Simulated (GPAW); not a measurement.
# How FeNi3 (Awaruite) absorbs and reflects light, part 2 of 2

Aim: the dielectric function of FeNi3 (Awaruite), and the optical constants that follow from it.

GPAW 26.7.0; DFT, revPBE, plane-wave PAW (GPAW data sets), scalar-relativistic, RPA, optical limit.

So far. Step 2 (Ground state): There are states at the Fermi level within the smearing, so the occupations stay smeared and the carriers get a Drude term.

## 4. Dielectric function, RPA

Local fields let the induced charge screen the field inside the cell, which as a rule lowers ε, most along directions where the density is uneven.

This step: DFT, revPBE, plane-wave PAW (GPAW data sets), scalar-relativistic, RPA, optical limit (GPAW 26.7.0).

df.py

```python
from gpaw.response.df import DielectricFunction

df = DielectricFunction('full.gpw', frequencies={'type': 'nonlinear', 'domega0': 0.03, 'omega2': 8},
                        ecut=30,
                        eta=0.15,
                        nbands=48,
                        rate=0.2,
                        txt='df.txt')
for direction in ['x']:
    df.get_dielectric_function(xc='RPA', direction=direction, filename=f'df_{direction}.csv')
```

Launch:

```console
$ OMP_NUM_THREADS=1 python df.py
```

Numbers of over 12 decimals in the logs are rounded to 6 here.

Output:

```text
Using integrator: PointIntegrator
NonLinearFrequencyDescriptor(from 0.000 to 91.912 eV, 533 points)
Nonperiodic BCs:  [False False False]
Using integrator: PointIntegrator
NonLinearFrequencyDescriptor(from 0.000 to 91.912 eV, 533 points)
Nonperiodic BCs:  [False False False]
Using integrator: PointIntegrator

Calculating chi0 body with:
    Ground state adapter containing:
    Number of spins: 2
    Number of kpoints: 1000
    Number of irreducible kpoints: 56
    Number of completely occupied states: 19
    Number of partially occupied states: 33

    Linear response parametrization:
    q_c: [0.0, 0.0, 0.0]
    Number of frequency points: 533
    Planewave cutoff: 30.0
    Number of bands: 48
    Number of planewaves: 19
    Broadening (eta): 0.15

Integrating chi0 body.

Symmetries of q_c:
    Direct symmetries (Uq -> q): 48
    Indirect symmetries (TUq -> q): 0
In total 48 allowed symmetries.

56 groups of equivalent kpoints. 94.400000% reduction.

Integral kind: spectral function

Calculating chi0 optical extensions with:
    Ground state adapter containing:
    Number of spins: 2
    Number of kpoints: 1000
    Number of irreducible kpoints: 56
    Number of completely occupied states: 19
    Number of partially occupied states: 33

    Linear response parametrization:
    Number of frequency points: 533
    Planewave cutoff: 30.0
    Number of bands: 48
    Number of planewaves: 19
    Broadening (eta): 0.15
Integrating chi0 head and wings.

Symmetries of q_c:
    Direct symmetries (Uq -> q): 48
    Indirect symmetries (TUq -> q): 0
In total 48 allowed symmetries.

56 groups of equivalent kpoints. 94.400000% reduction.

Integral kind: spectral function wings

Calculating drude chi0 with:
    Number of frequency points:533
    Plasma frequency decay rate: 0.2 eV

    Ground state adapter containing:
    Number of spins: 2
    Number of kpoints: 1000
    Number of irreducible kpoints: 56
    Number of completely occupied states: 19
    Number of partially occupied states: 33

Symmetries of q_c:
    Direct symmetries (Uq -> q): 48
    Indirect symmetries (TUq -> q): 0
In total 48 allowed symmetries.

56 groups of equivalent kpoints. 94.400000% reduction.

Integral kind: intraband
Plasma frequency:
[[4.82-0.j 0.  +0.j 0.  +0.j]
 [0.  +0.j 4.82-0.j 0.  +0.j]
 [0.  +0.j 0.  +0.j 4.82-0.j]]
```

Run time: 30 s. Hardware: 1 thread of Arm Neoverse V2, shared host; peak memory 0.26 GiB.

Sum at mesh points, not converged in k. Im ε, E ∥ x against photon energy; read off at these points:

| photon energy (eV) | Im ε, E ∥ x |
| --- | --- |
| 1.0 | 44.2 |
| 1.5 | 37.6 |
| 2.0 | 21.4 |
| 2.5 | 16.9 |
| 3.0 | 12.2 |
| 3.5 | 8.08 |
| 4.0 | 6.10 |
| 4.5 | 4.97 |
| 5.0 | 5.03 |
| 5.5 | 5.16 |
| 6.0 | 5.36 |
| 6.5 | 4.46 |
| 7.0 | 3.26 |
| 7.5 | 2.80 |
| 8.0 | 2.88 |
| 8.5 | 2.49 |
| 9.0 | 2.25 |
| 9.5 | 2.13 |
| 10.0 | 2.15 |
| 10.5 | 1.86 |
| 11.0 | 1.67 |
| 11.5 | 1.71 |
| 12.0 | 1.48 |
| 12.5 | 1.43 |
| 13.0 | 1.49 |
| 13.5 | 1.43 |
| 14.0 | 1.35 |
| 14.5 | 1.52 |
| 15.0 | 1.42 |
| 15.5 | 1.34 |
| 16.0 | 1.26 |
| 16.5 | 1.21 |
| 17.0 | 1.09 |
| 17.5 | 1.00 |
| 18.0 | 0.944 |
| 18.5 | 0.877 |
| 19.0 | 0.808 |
| 19.5 | 0.751 |
| 20.0 | 0.676 |
| 20.5 | 0.642 |
| 21.0 | 0.613 |
| 21.5 | 0.626 |
| 22.0 | 0.574 |
| 22.5 | 0.632 |
| 23.0 | 0.618 |
| 23.5 | 0.612 |
| 24.0 | 0.640 |
| 24.5 | 0.592 |
| 25.0 | 0.592 |
| 25.5 | 0.505 |
| 26.0 | 0.433 |
| 26.5 | 0.369 |

Values under 1 per cm are given as 1; sum at mesh points, not converged in k. Table of absorption coefficient, E ∥ x by photon energy:

photon energy (eV), log10 absorption coefficient, E ∥ x (1/cm) and a bar from the least value:
```
     1.01        5.7 
     1.99        5.9 ###############
     3.02        6.0 ######################
     3.98        6.0 #####################
     4.98        6.0 ##################
     6.02        6.1 ############################
     6.99        6.1 #########################
     8.03        6.0 #########################
     9.02        6.1 #########################
    10.03        6.1 ##########################
    11.03        6.0 ########################
    12.02        6.0 ########################
    13.00        6.1 #########################
    14.04        6.0 #########################
    14.96        6.1 #############################
    16.03        6.1 ##############################
    16.96        6.1 ##############################
    18.05        6.1 #############################
    18.97        6.1 ############################
    20.06        6.0 ########################
    20.95        6.0 #####################
    22.02        6.0 ####################
    23.01        6.0 #######################
    24.04        6.1 ##########################
    24.97        6.1 ###########################
    25.94        6.1 #########################
```

Sum at mesh points, not converged in k. Table of loss function −Im 1/ε at q → 0, E ∥ x by energy loss; read off at these points:

| energy loss (eV) | loss function −Im 1/ε at q → 0, E ∥ x |
| --- | --- |
| 1.00 | 0.0225 |
| 1.50 | 0.0252 |
| 2.00 | 0.0404 |
| 2.50 | 0.0485 |
| 3.00 | 0.0580 |
| 3.50 | 0.0825 |
| 4.00 | 0.109 |
| 4.50 | 0.157 |
| 5.00 | 0.189 |
| 5.50 | 0.187 |
| 6.00 | 0.155 |
| 6.50 | 0.191 |
| 7.00 | 0.247 |
| 7.50 | 0.311 |
| 8.00 | 0.323 |
| 8.50 | 0.361 |
| 9.00 | 0.404 |
| 9.50 | 0.430 |
| 10.00 | 0.447 |
| 10.50 | 0.506 |
| 11.00 | 0.582 |
| 11.50 | 0.576 |
| 12.00 | 0.664 |
| 12.50 | 0.701 |
| 13.00 | 0.673 |
| 13.50 | 0.700 |
| 14.00 | 0.734 |
| 14.50 | 0.654 |
| 15.00 | 0.702 |
| 15.50 | 0.740 |
| 16.00 | 0.791 |
| 16.50 | 0.826 |
| 17.00 | 0.909 |
| 17.50 | 0.995 |
| 18.00 | 1.06 |
| 18.50 | 1.14 |
| 19.00 | 1.24 |
| 19.50 | 1.33 |
| 20.00 | 1.46 |
| 20.50 | 1.50 |
| 20.82 | 1.54 |
| 21.00 | 1.49 |
| 21.50 | 1.42 |
| 22.00 | 1.49 |
| 22.50 | 1.32 |
| 23.00 | 1.40 |
| 23.50 | 1.31 |
| 24.00 | 1.43 |
| 24.50 | 1.52 |
| 25.00 | 1.60 |
| 25.50 | 1.88 |
| 26.00 | 2.24 |
| 26.50 | 2.47 |

Sum at mesh points, not converged in k. Table of Im ε, E ∥ x by photon energy; read off at these points:

| photon energy (eV) | without local fields | with local fields |
| --- | --- | --- |
| 1 | 44.4 | 44.2 |
| 2 | 21.4 | 21.4 |
| 3 | 12.1 | 12.2 |
| 4 | 6.08 | 6.10 |
| 5 | 5.02 | 5.03 |
| 6 | 5.36 | 5.36 |
| 7 | 3.26 | 3.26 |
| 8 | 2.88 | 2.88 |
| 9 | 2.25 | 2.25 |
| 10 | 2.15 | 2.15 |
| 11 | 1.67 | 1.67 |
| 12 | 1.49 | 1.48 |
| 13 | 1.49 | 1.49 |
| 14 | 1.35 | 1.35 |
| 15 | 1.42 | 1.42 |
| 16 | 1.26 | 1.26 |
| 17 | 1.09 | 1.09 |
| 18 | 0.944 | 0.944 |
| 19 | 0.808 | 0.808 |
| 20 | 0.676 | 0.676 |
| 21 | 0.613 | 0.613 |
| 22 | 0.573 | 0.574 |
| 23 | 0.618 | 0.618 |
| 24 | 0.640 | 0.640 |
| 25 | 0.590 | 0.592 |
| 26 | 0.432 | 0.433 |

The reflectivity at normal incidence, E ∥ x has structure finer than the step of the table below, so its rows give means over 1 eV, whole bins alone (the curve runs from 0.619 to 26.9 eV). Peaks (eV: height): 6.1: 45.5.

Sum at mesh points, not converged in k. Reflectivity at normal incidence, E ∥ x against photon energy; means over each step:

| photon energy (eV) | reflectivity at normal incidence, E ∥ x (%) |
| --- | --- |
| 2 | 64.5 |
| 3 | 61.3 |
| 4 | 53.3 |
| 5 | 39.0 |
| 6 | 40.4 |
| 7 | 40.4 |
| 8 | 32.5 |
| 9 | 30.1 |
| 10 | 27.0 |
| 11 | 23.9 |
| 12 | 21.2 |
| 13 | 17.7 |
| 14 | 16.3 |
| 15 | 18.1 |
| 16 | 18.6 |
| 17 | 19.1 |
| 18 | 18.1 |
| 19 | 17.1 |
| 20 | 15.4 |
| 21 | 12.4 |
| 22 | 10.5 |
| 23 | 10.0 |
| 24 | 11.1 |
| 25 | 13.4 |
| 26 | 16.3 |

At chosen wavelengths:

| wavelength (nm) | n | k | R (%) | 1/α |
| --- | --- | --- | --- | --- |
| 1064 | 4.45 | 4.774 | 66.1 | 18 nm |
| 800 | 3.68 | 4.892 | 67.9 | 13 nm |
| 633 | 2.71 | 4.048 | 64.1 | 12 nm |
| 450 | 2.04 | 3.480 | 61.8 | 10 nm |
| 405 | 1.73 | 3.299 | 62.2 | 9.8 nm |
| 365 | 1.47 | 2.878 | 59.1 | 10 nm |
| 193 | 1.23 | 1.776 | 39.5 | 8.6 nm |

In reflection the computed colour is light grey: x = 0.315, y = 0.330, luminous reflectivity 63 %.

## 5. Summary of results

At this level (revPBE, RPA) FeNi3 is a metal. The mesh is too coarse to trust the carriers' weight, the reflectivity or the colour to better than tens of per cent. In reflection the computed colour is light grey: x = 0.315, y = 0.330, luminous reflectivity 63 %. The carriers' damping of 0.2 eV is typed, not computed; it shapes the response at the lowest energies. The magnetic state comes from one start and need not be the lowest. The curves end at 27 eV, about where the summed bands run out. In this version of GPAW the matrix elements of the optical limit are incomplete, which can lower ε − 1 by up to a tenth where first-row anions or d states rule, and shift it by more in d metals. GPAW's carrier term has the form −ωp²/(ω + i·rate)², which damps like twice the rate and fails at low energy, so the curves leave the lowest energies out. The sum runs over mesh points 0.18 Å⁻¹ apart with no interpolation, so peaks are partly noise of the mesh, and the Drude plasma energy, a sum over the Fermi surface, isn't converged.

[Machine, clock and banner lines and Python warnings are left out of the logs.]

[Logs are printed without paths, hosts, clocks, repeated set-up lines and the standing remarks that a program may print on its own settings, such as how far it seeks lower states.]

[Hosts, paths, dates, database ids (printed as entryN), source tags and the programs' standing remarks are cut or masked in the printed files.]
